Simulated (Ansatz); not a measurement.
Entries from a set of simulations; values are calculated unless marked as measured.

**Quasiparticle gap of SiO2 (Fddd)**

Symmetry: Fddd, No. 70, orthorhombic system. Conventional cell: a = 4.719 Å, b = 9.433 Å, c = 14.726 Å, α = 90.00°, β = 90.00°, γ = 90.00°. Nearest to Si lie 4 O at 1.60 to 1.62 Å. Nearest to O lie 2 Si at 1.60 Å. Nearest to O lie 2 Si at 1.62 Å. Farther neighbours and most contacts between anions are not listed.

```
Si O
1.0
     0.00000    4.71626    7.36278
     2.35958    0.00000    7.36278
     2.35958    4.71626    0.00000
Si O
4 8
Cartesian
  3.5394 7.0744 8.2939
  2.3596 4.7163 4.6125
  2.3596 4.7163 10.1131
  3.5394 7.0744 13.7944
  1.7697 5.8953 5.5221
  1.7697 3.5372 9.2035
  2.9495 5.8953 9.2035
  2.9495 3.5372 5.5221
  2.3596 1.7597 7.3628
  2.3596 7.6728 7.3628
  1.1798 4.1179 3.6814
  1.1798 0.5984 3.6814
```

```
method                                           : DFT, LDA, plane waves, PAW; PAW set soft_1 (and 1 further level or step)
program                                          : Ansatz 0.2.0
settings of one run                              : cutoff 420 eV, 6×6×6 k-mesh, smearing width 0.02 eV, PAW set soft 1
cost                                             : 2 runs, 3.6 min in all on 1 × NVIDIA H100 80GB HBM3 (shared by 6 runs) with 3 threads of AMD EPYC 7R13 (Zen 3), shared host (the runs of this entry)
notes                                            : The cell and positions are those that the Materials Project relaxed with its own functionals (PBE, PBE+U or r2SCAN), kept fixed. From 179 bands and 54 eV to 930 bands and 180 eV the gap moves by 8.731 − 8.379 = +0.352 eV (rung by rung 8.379, 8.532, 8.731 eV); bands and screening cutoff rise together, so their parts are not told apart. A line in one over the bands through the two highest rungs gives 8.731 + (8.731 − 8.532) × 449 / (930 − 449) = 8.917 eV, and through the pair below 8.532 + (8.532 − 8.379) × 179 / (449 − 179) = 8.633 eV. The two differ by 0.284 eV, not under the 0.030 eV asked, so the law does not hold well over these rungs and the limit is not known.
LDA gap over mesh and path                       : 5.533 eV, direct, at k = Γ
G0W0@LDA gap over all 18 irreducible mesh points : 8.731 eV, direct, at k = Γ
GW settings                                      : 4×4×4 mesh, 898 empty bands, screening to 180 eV, PAW set soft_1 files
known limits                                     : finite bands, screening cutoff and k mesh; no spin-orbit coupling in G0W0
```

Over all 18 irreducible mesh points the G0W0 gap is 8.731 eV, direct, at k = Γ. The LDA gap of this run on the mesh is 5.533 eV. The two states that bound the G0W0 gap lie that far apart at the start, so the correction of the gap is 8.731 − 5.533 = +3.198 eV. The valence state moves by −0.325 − 1.448 = −1.773 eV and the conduction state by 8.406 − 6.981 = +1.425 eV, on the run's own scale; with 179 bands the edge states move by −1.306 and +1.539 eV, so the split between the edges depends on the bands and cutoff.

[Paths, hosts, dates, memory and timing lines, banners, echoed tables and standing remarks are left out of the program output.]

[Logs are printed without paths, hosts, clocks, repeated set-up lines and the standing remarks that a program may print on its own settings, such as how far it seeks lower states.]

[Runs of the session that timed out or met a known fault of the program may be left out.]

[Cells called generated may have been cut or substituted from an entry of the Crystallography Open Database or the Materials Project.]

[Hosts, paths, dates, database ids (printed as entryN), source tags and the programs' standing remarks are cut or masked in the printed files.]
